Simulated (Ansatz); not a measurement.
G0W0 rungs for BiOBr (P4/nmm).

The database entry behind the starting cell differs from later determinations by our own check (0.1 to 0.3 % short, probably kX units), so it need not match the best structure at ambient conditions.

```
Bi Br O
1.0
     3.91600    0.00000    0.00000
     0.00000    3.91600    0.00000
     0.00000    0.00000    8.07700
Bi Br O
2 2 2
Direct
  0.00000 0.50000 0.15400
  0.50000 0.00000 0.84600
  0.00000 0.50000 0.65300
  0.50000 0.00000 0.34700
  0.00000 0.00000 0.00000
  0.50000 0.50000 0.00000
```

The cell and positions come from the Crystallography Open Database and are kept as given unless a step says otherwise. Spin-orbit coupling is left out unless a run names it.

Runs so far (Ansatz 0.2.0, start LDA, hard PAW files, 6×6×4 mesh). Times are wall times on 1 × NVIDIA H100 80GB HBM3 (shared by 3 runs) with 4 threads of AMD EPYC 7R13 (Zen 3), shared host. The host was busy with other work, so they are no guide to cost.

```tsv
bands summed	cutoff (eV)	gap on the mesh (eV)	time
370	110	3.003	2.5 min
782	190	3.136	5.2 min
```

**Question.** What should the next rung give, with 1293 bands and screening to 270 eV, and where is the limit?

The error falls about as one over the bands when the cutoff rises with them. A line through the two highest rungs given predicts 3.184 eV; the run gave 3.197 eV, close to it. The two highest rungs put the limit near 3.291 eV, the pair below near 3.256 eV; their difference is a rough measure of what is unsettled in bands and cutoff; the mesh is a separate error.

The 6×6×4 mesh misses a band edge: on 8×8×4 the LDA gap is 2.06 eV, so these values are not the fundamental gap, which lies some 0.05 eV lower. Limits: not at the basis limit; no spin-orbit coupling.

[Paths, hosts, dates, memory and timing lines, banners, echoed tables and standing remarks are left out of the program output.]

[Logs are printed without paths, hosts, clocks, repeated set-up lines and the standing remarks that a program may print on its own settings, such as how far it seeks lower states.]

[Runs of the session that timed out or met a known fault of the program may be left out.]

[Cells called generated may have been cut or substituted from an entry of the Crystallography Open Database or the Materials Project.]

[Hosts, paths, dates, database ids (printed as entryN), source tags and the programs' standing remarks are cut or masked in the printed files.]
